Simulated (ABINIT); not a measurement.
# BSbSe3 (Pm-3m): from the cell to the phonon bands, part 4 of 6

How does BSbSe3 (Pm-3m) vibrate, and is this structure a minimum?

ABINIT 10.8.3; DFT LDA, scalar-relativistic, plane waves, HGH norm-conserving pseudopotentials.

So far. Step 6 (Zone-centre response): The acoustic modes at Γ come out as far as 5.7 cm⁻¹ from zero, where they should vanish, a small numerical error. The lowest optical mode is imaginary, 360i cm⁻¹, an instability at this level and on this k mesh. Step 7 (Modes with the sum rule): The rule also moves an optical mode by 1.7 cm⁻¹. The relaxed cell has a = 4.474 Å (conventional setting).

The structure was built from a prototype and need not be the compound's stable phase.

## Step 9: Linear response at Γ

The zone centre is solved again, so that all wavevectors share one k mesh.

dfpt_gamma.abi reads:

```

# common to the responses
getwfk_filepath "gso_WFK"
kptopt 2
nqpt 1
qpt 0.0 0.0 0.0
asr 0
chneut 0

# displacements
rfphon 1
rfatpol 1 5
rfdir 1 1 1
tolvrs 1.0d-10
prtwf 0

# basis, mesh and filling
ecut 40.0
ixc 7
ngkpt 4 4 4
nshiftk 1
shiftk 0.0 0.0 0.0
istwfk *1
occopt 7
tsmear 0.01
nband 20
nstep 100
diemac 1000000.0
prtebands 0
prtgsr 0
useylm 1

# cell and atoms
acell 3*1.0 Angstrom
rprim 
    4.474450656 0.0 0.0
    0.0 4.474450656 0.0
    0.0 0.0 4.474450656
ntypat 3
znucl 51 5 34
natom 5
typat 1 2 3 3 3
xred 
    0.0 0.0 0.0
    0.5 0.5 0.5
    0.5 0.5 0.0
    0.5 0.0 0.5
    0.0 0.5 0.5
pp_dirpath "./pseudo"
pseudos "Sb.hgh, B.hgh, Se.hgh"
```

On the command line:

```bash
$ OMP_NUM_THREADS=1 mpirun -n 4 abinit dfpt_gamma.abi > dfpt_gamma.log
```

Numbers of over 12 decimals in the logs are rounded to 6 here.

dfpt_gamma.abo, the main output file:

```text
[banners, grids, parts of the stress and lines that vanish by symmetry left out]
- input  file    -> dfpt_gamma.abi
- output file    -> dfpt_gamma.abo
- root for input  files -> dfpt_gammai
- root for output files -> dfpt_gammao

 Symmetries : space group Pm -3 m (#221); Bravais cP (primitive cubic)
================================================================================
 Values of the parameters that define the memory need of the present run (RF).
     intxc =       0      iscf =       7    lmnmax =      14     lnmax =       6
     mgfft =      50  mpssoang =       3    mqgrid =    3001     natom =       5
  nloc_mem =       1    nspden =       1   nspinor =       1    nsppol =       1
      nsym =      48    n1xccc =       0    ntypat =       3    occopt =       7
   xclevel =       1
-    mband =          20        mffmem =           1         mkmem =           9
-   mkqmem =           9        mk1mem =           9           mpw =        7400
      nfft =      125000          nkpt =          36
- my_mband =          20
================================================================================
================================================================================

--------------------------------------------------------------------------------
------------- Echo of variables that govern the present computation ------------
--------------------------------------------------------------------------------
-
- outvars: echo of selected default values
-   iomode0 =  0 , fftalg0 =312 , wfoptalg0 =  0
-
- outvars: echo of global parameters not present in the input file
-  max_nthreads =    1
-
 -outvars: echo values of preprocessed input variables
 [... echo left out ...]
================================================================================

 chkinp: Checking input parameters for consistency.

[...]
== DATASET  1 ==================================================================
-   mpi_nproc: 4, omp_nthreads: 1 (-1 if OMP is not activated)

--- !DatasetInfo
iteration_state: {dtset: 1, }
dimensions: {natom: 5, nkpt: 36, mband: 20, nsppol: 1, nspinor: 1, nspden: 1, mpw: 7400, }
cutoff_energies: {ecut:  40.0, pawecutdg:  -1.0, }
electrons: {nelect:   2.60000000E+01, charge:   0.00000000E+00, occopt:   7.00000000E+00, tsmear:   1.00000000E-02, }
meta: {optdriver: 1, rfphon: 1, }
...

 mkfilename: getwfk from: gso_WFK

 Exchange-correlation functional for the present dataset will be:
  LDA: Perdew-Wang 92 LSD fit to Ceperley-Alder data - ixc=7
 Citation for XC functional:
  J.P.Perdew and Y.Wang, PRB 45, 13244 (1992)

 Real(R)+Recip(G) space primitive vectors, cartesian coordinates (Bohr,Bohr^-1):
 R(1)=  8.4554863  0.0000000  0.0000000  G(1)=  0.1182664  0.0000000  0.0000000
 R(2)=  0.0000000  8.4554863  0.0000000  G(2)=  0.0000000  0.1182664  0.0000000
 R(3)=  0.0000000  0.0000000  8.4554863  G(3)=  0.0000000  0.0000000  0.1182664
 Unit cell volume ucvol=  6.0452710E+02 bohr^3
 Angles (23,13,12)=  9.00000000E+01  9.00000000E+01  9.00000000E+01 degrees
 setup1 : take into account q-point for computing boxcut.

 getcut: wavevector=  0.0000  0.0000  0.0000  ngfft=  50  50  50
         ecut(hartree)=     40.000   => boxcut(ratio)=   2.07700

--- Pseudopotential description ------------------------------------------------
- pspini: atom type   1  psp file is ./pseudo/Sb.hgh

- pspini: atom type   2  psp file is ./pseudo/B.hgh

- pspini: atom type   3  psp file is ./pseudo/Se.hgh

   1.59733280E+03                                ecore*ucvol(ha*bohr**3)
--------------------------------------------------------------------------------

 ==>  initialize data related to q vector <==

 The list of irreducible perturbations for this q vector is:
    1)    idir= 1    ipert=   1
    2)    idir= 1    ipert=   2
    3)    idir= 1    ipert=   3
    4)    idir= 3    ipert=   3

[...]
The perturbation idir=   2  ipert=   1 is
 symmetric of a previously calculated perturbation.
 So, its SCF calculation is not needed.

 The perturbation idir=   3  ipert=   1 is
 symmetric of a previously calculated perturbation.
 So, its SCF calculation is not needed.

 The perturbation idir=   2  ipert=   2 is
 symmetric of a previously calculated perturbation.
 So, its SCF calculation is not needed.

 The perturbation idir=   3  ipert=   2 is
 symmetric of a previously calculated perturbation.
 So, its SCF calculation is not needed.

[...]
The perturbation idir=   2  ipert=   5 is
 symmetric of a previously calculated perturbation.
 So, its SCF calculation is not needed.

 The perturbation idir=   3  ipert=   5 is
 symmetric of a previously calculated perturbation.
 So, its SCF calculation is not needed.

--------------------------------------------------------------------------------
 Perturbation wavevector (in red.coord.)   0.000000  0.000000  0.000000
 Perturbation : displacement of atom   1   along direction   1
 Found     8 symmetries that leave the perturbation invariant.

[...]
dfpt_looppert : total number of electrons, from k and k+q
  fully or partially occupied states are    2.600000E+01 and    2.600000E+01.
 Initialisation of the first-order wave-functions :
  ireadwf=   0

--- !BeginCycle
iteration_state: {dtset: 1, }
solver: {iscf: 7, nstep: 100, nline: 4, wfoptalg: 0, }
tolerances: {tolvrs: 1.00E-10, }
...

     iter   2DEtotal(Ha)        deltaE(Ha) residm    vres2
-ETOT  1   59.020132039680     -8.856E+01 1.134E+00 3.852E+05
 ETOT  2  -1.705593     -6.073E+01 3.667E-02 1.585E+03
 ETOT  3  -2.175706     -4.701E-01 1.932E-02 2.564E+02
 ETOT  4  -2.214056     -3.835E-02 8.806E-03 1.309E+00
 ETOT  5  -2.214254     -1.981E-04 1.049E-02 6.732E-03
[...]
At SCF step   12       vres2   =  2.07E-12 < tolvrs=  1.00E-10 =>converged.
[...]
Mean square residual over all n,k,spin=   38.495E-07; max=  12.472E-04

 Thirteen components of 2nd-order total energy (hartree) are
 1,2,3: 0th-order hamiltonian combined with 1st-order wavefunctions
     kin0=   1.25154199E+02 eigvalue=  -1.91553409E+00  local=  -2.68442505E+01
 4,5,6: 1st-order hamiltonian combined with 1st and 0th-order wfs
 loc psp =  -1.52977208E+02  Hartree=   2.89574009E+01     xc=  -1.33324337E+01
 note that "loc psp" includes a xc core correction that could be resolved
 7,8,9: eventually, occupation + non-local contributions
    edocc=   1.06110970E+01     enl0=   2.71591707E+01   enl1=  -1.46602090E+02
 1-9 gives the relaxation energy (to be shifted if some occ is /=2.0)
   erelax=  -1.49789649E+02
 10,11,12 Non-relaxation  contributions : frozen-wavefunctions and Ewald
 fr.local=   2.45599228E+01 fr.nonlo=   7.09991872E+01  Ewald=   5.20162834E+01
 13,14 Frozen wf xc core corrections (1) and (2)
 frxc 1  =   0.00000000E+00  frxc 2 =   0.00000000E+00
 Resulting in :
 2DEtotal=   -0.2214255994E+01 Ha. Also 2DEtotal=   -0.602529750920E+02 eV
    (2DErelax=   -1.4978964935E+02 Ha. 2DEnonrelax=    1.4757539336E+02 Ha)
    (  non-var. 2DEtotal :   -2.2142559600E+00 Ha)

[...]
Perturbation wavevector (in red.coord.)   0.000000  0.000000  0.000000
 Perturbation : displacement of atom   2   along direction   1
 Found     8 symmetries that leave the perturbation invariant.

[...]
dfpt_looppert : total number of electrons, from k and k+q
  fully or partially occupied states are    2.600000E+01 and    2.600000E+01.
 Initialisation of the first-order wave-functions :
  ireadwf=   0

--- !BeginCycle
iteration_state: {dtset: 1, }
solver: {iscf: 7, nstep: 100, nline: 4, wfoptalg: 0, }
tolerances: {tolvrs: 1.00E-10, }
...

     iter   2DEtotal(Ha)        deltaE(Ha) residm    vres2
-ETOT  1   85.095165940047     -2.232E+02 1.443E+00 4.628E+05
[...]
At SCF step   12       vres2   =  1.10E-12 < tolvrs=  1.00E-10 =>converged.
[...]
Mean square residual over all n,k,spin=   99.833E-06; max=  32.346E-03

 Thirteen components of 2nd-order total energy (hartree) are
 1,2,3: 0th-order hamiltonian combined with 1st-order wavefunctions
     kin0=   3.78697906E+02 eigvalue=  -4.69380722E+00  local=  -2.46489036E+02
 4,5,6: 1st-order hamiltonian combined with 1st and 0th-order wfs
 loc psp =  -8.32128202E+01  Hartree=   3.95594867E+01     xc=  -1.20666376E+01
 note that "loc psp" includes a xc core correction that could be resolved
 7,8,9: eventually, occupation + non-local contributions
    edocc=   1.51030153E+01     enl0=   1.43647472E+02   enl1=  -5.44303977E+02
 1-9 gives the relaxation energy (to be shifted if some occ is /=2.0)
   erelax=  -3.13758398E+02
 10,11,12 Non-relaxation  contributions : frozen-wavefunctions and Ewald
 fr.local=  -6.08840126E+00 fr.nonlo=   2.80151857E+02  Ewald=   3.41821291E+01
 13,14 Frozen wf xc core corrections (1) and (2)
 frxc 1  =   0.00000000E+00  frxc 2 =   0.00000000E+00
 Resulting in :
 2DEtotal=   -0.5512813832E+01 Ha. Also 2DEtotal=   -0.150011306487E+03 eV
    (2DErelax=   -3.1375839847E+02 Ha. 2DEnonrelax=    3.0824558463E+02 Ha)
    (  non-var. 2DEtotal :   -5.5128138429E+00 Ha)

[...]
Perturbation wavevector (in red.coord.)   0.000000  0.000000  0.000000
 Perturbation : displacement of atom   3   along direction   1
 Found     4 symmetries that leave the perturbation invariant.

[...]
dfpt_looppert : total number of electrons, from k and k+q
  fully or partially occupied states are    2.600000E+01 and    2.600000E+01.
 Initialisation of the first-order wave-functions :
  ireadwf=   0

--- !BeginCycle
iteration_state: {dtset: 1, }
solver: {iscf: 7, nstep: 100, nline: 4, wfoptalg: 0, }
tolerances: {tolvrs: 1.00E-10, }
...

     iter   2DEtotal(Ha)        deltaE(Ha) residm    vres2
-ETOT  1   215.89459325758     -2.085E+02 1.941E+00 1.226E+06
[...]
At SCF step   12       vres2   =  2.08E-11 < tolvrs=  1.00E-10 =>converged.
[...]
Mean square residual over all n,k,spin=   12.878E-07; max=  62.586E-05

 Thirteen components of 2nd-order total energy (hartree) are
 1,2,3: 0th-order hamiltonian combined with 1st-order wavefunctions
     kin0=   4.25173954E+02 eigvalue=  -8.84784271E+00  local=  -2.36884676E+02
 4,5,6: 1st-order hamiltonian combined with 1st and 0th-order wfs
 loc psp =  -1.94872063E+02  Hartree=   1.02191754E+02     xc=  -3.71433431E+01
 note that "loc psp" includes a xc core correction that could be resolved
 7,8,9: eventually, occupation + non-local contributions
    edocc=   1.80823225E+01     enl0=   1.61436938E+02   enl1=  -6.53146152E+02
 1-9 gives the relaxation energy (to be shifted if some occ is /=2.0)
   erelax=  -4.24009107E+02
 10,11,12 Non-relaxation  contributions : frozen-wavefunctions and Ewald
 fr.local=   6.96259138E+01 fr.nonlo=   3.30380248E+02  Ewald=   2.43526222E+01
 13,14 Frozen wf xc core corrections (1) and (2)
 frxc 1  =   0.00000000E+00  frxc 2 =   0.00000000E+00
 Resulting in :
 2DEtotal=    0.3496761582E+00 Ha. Also 2DEtotal=    0.951517300244E+01 eV
    (2DErelax=   -4.2400910739E+02 Ha. 2DEnonrelax=    4.2435878355E+02 Ha)
    (  non-var. 2DEtotal :    3.4967604658E-01 Ha)

[...]
Perturbation wavevector (in red.coord.)   0.000000  0.000000  0.000000
 Perturbation : displacement of atom   3   along direction   3
 Found     8 symmetries that leave the perturbation invariant.

--------------------------------------------------------------------------------

--------------------------------------------------------------------------------

 dfpt_looppert : total number of electrons, from k and k+q
  fully or partially occupied states are    2.600000E+01 and    2.600000E+01.
 Initialisation of the first-order wave-functions :
  ireadwf=   0

--- !BeginCycle
iteration_state: {dtset: 1, }
solver: {iscf: 7, nstep: 100, nline: 4, wfoptalg: 0, }
tolerances: {tolvrs: 1.00E-10, }
...

     iter   2DEtotal(Ha)        deltaE(Ha) residm    vres2
-ETOT  1   262.46307920618     -1.598E+02 1.180E+00 1.429E+06
[...]
ETOT 11   1.461299      1.592E-12 4.741E-04 1.103E-09
 ETOT 12   1.461299      7.503E-12 4.350E-04 4.692E-12

 At SCF step   12       vres2   =  4.69E-12 < tolvrs=  1.00E-10 =>converged.
[...]
Mean square residual over all n,k,spin=   13.425E-07; max=  43.496E-05

 Thirteen components of 2nd-order total energy (hartree) are
 1,2,3: 0th-order hamiltonian combined with 1st-order wavefunctions
     kin0=   4.07218869E+02 eigvalue=  -4.04798419E+00  local=  -2.16150577E+02
 4,5,6: 1st-order hamiltonian combined with 1st and 0th-order wfs
 loc psp =  -1.93921243E+02  Hartree=   1.05911457E+02     xc=  -3.58428541E+01
 note that "loc psp" includes a xc core correction that could be resolved
 7,8,9: eventually, occupation + non-local contributions
    edocc=   2.73318016E+01     enl0=   1.36393279E+02   enl1=  -6.47706737E+02
 1-9 gives the relaxation energy (to be shifted if some occ is /=2.0)
   erelax=  -4.20813990E+02
 10,11,12 Non-relaxation  contributions : frozen-wavefunctions and Ewald
 fr.local=  -1.92666479E+01 fr.nonlo=   3.11905639E+02  Ewald=   1.29636299E+02
 13,14 Frozen wf xc core corrections (1) and (2)
 frxc 1  =   0.00000000E+00  frxc 2 =   0.00000000E+00
 Resulting in :
 2DEtotal=    0.1461299498E+01 Ha. Also 2DEtotal=    0.397639850663E+02 eV
    (2DErelax=   -4.2081398995E+02 Ha. 2DEnonrelax=    4.2227528945E+02 Ha)
    (  non-var. 2DEtotal :    1.4612992661E+00 Ha)

[...]
---- first-order wavefunction calculations are completed ----

 ==> Compute Derivative Database <==

 [... matrices left out ...]
  Phonon wavevector (reduced coordinates) :  0.00000  0.00000  0.00000
 Phonon energies in Hartree :
  -2.050858E-03 -2.050858E-03 -2.050858E-03 -4.546397E-04 -4.546397E-04
  -4.546397E-04  8.631509E-06  8.631509E-06  8.631510E-06  8.224197E-05
   8.224197E-05  8.224197E-05  7.507672E-04  7.507672E-04  7.507672E-04
 Phonon frequencies in cm-1    :
- -4.501112E+02 -4.501112E+02 -4.501112E+02 -9.978189E+01 -9.978189E+01
- -9.978189E+01  1.894397E+00  1.894397E+00  1.894397E+00  1.805003E+01
-  1.805003E+01  1.805003E+01  1.647744E+02  1.647744E+02  1.647744E+02

== END DATASET(S) ==============================================================
================================================================================

 -outvars: echo values of variables after computation
            acell      1.8897261259E+00  1.8897261259E+00  1.8897261259E+00 Bohr
           etotal      1.4612994982E+00
            fcart      0.0000000000E+00  0.0000000000E+00  0.0000000000E+00
           strten      0.0000000000E+00  0.0000000000E+00  0.0000000000E+00
================================================================================
```

Elapsed: 2.2 min, on 4 MPI ranks of Arm Neoverse V1, shared host; 8.9 min of CPU time.

This step gave:

```
largest acoustic frequency at the zone centre before the sum rule : 1.89 cm⁻¹
highest optical zone-centre mode (no LO-TO term)                  : 164.8 cm⁻¹
lowest optical zone-centre mode                                   : -450.1 cm⁻¹
```

The acoustic modes at Γ come out as far as 1.9 cm⁻¹ from zero, where they should vanish, a small numerical error. The lowest optical mode is imaginary, 450i cm⁻¹, an instability at this level and on this k mesh.

(Continued in part 5 of 6.)

[Host names and launcher messages were left out of these logs when they were recorded.]

[Logs are printed without paths, hosts, clocks, repeated set-up lines and the standing remarks that a program may print on its own settings, such as how far it seeks lower states.]

[Hosts, paths, dates, database ids (printed as entryN), source tags and the programs' standing remarks are cut or masked in the printed files.]
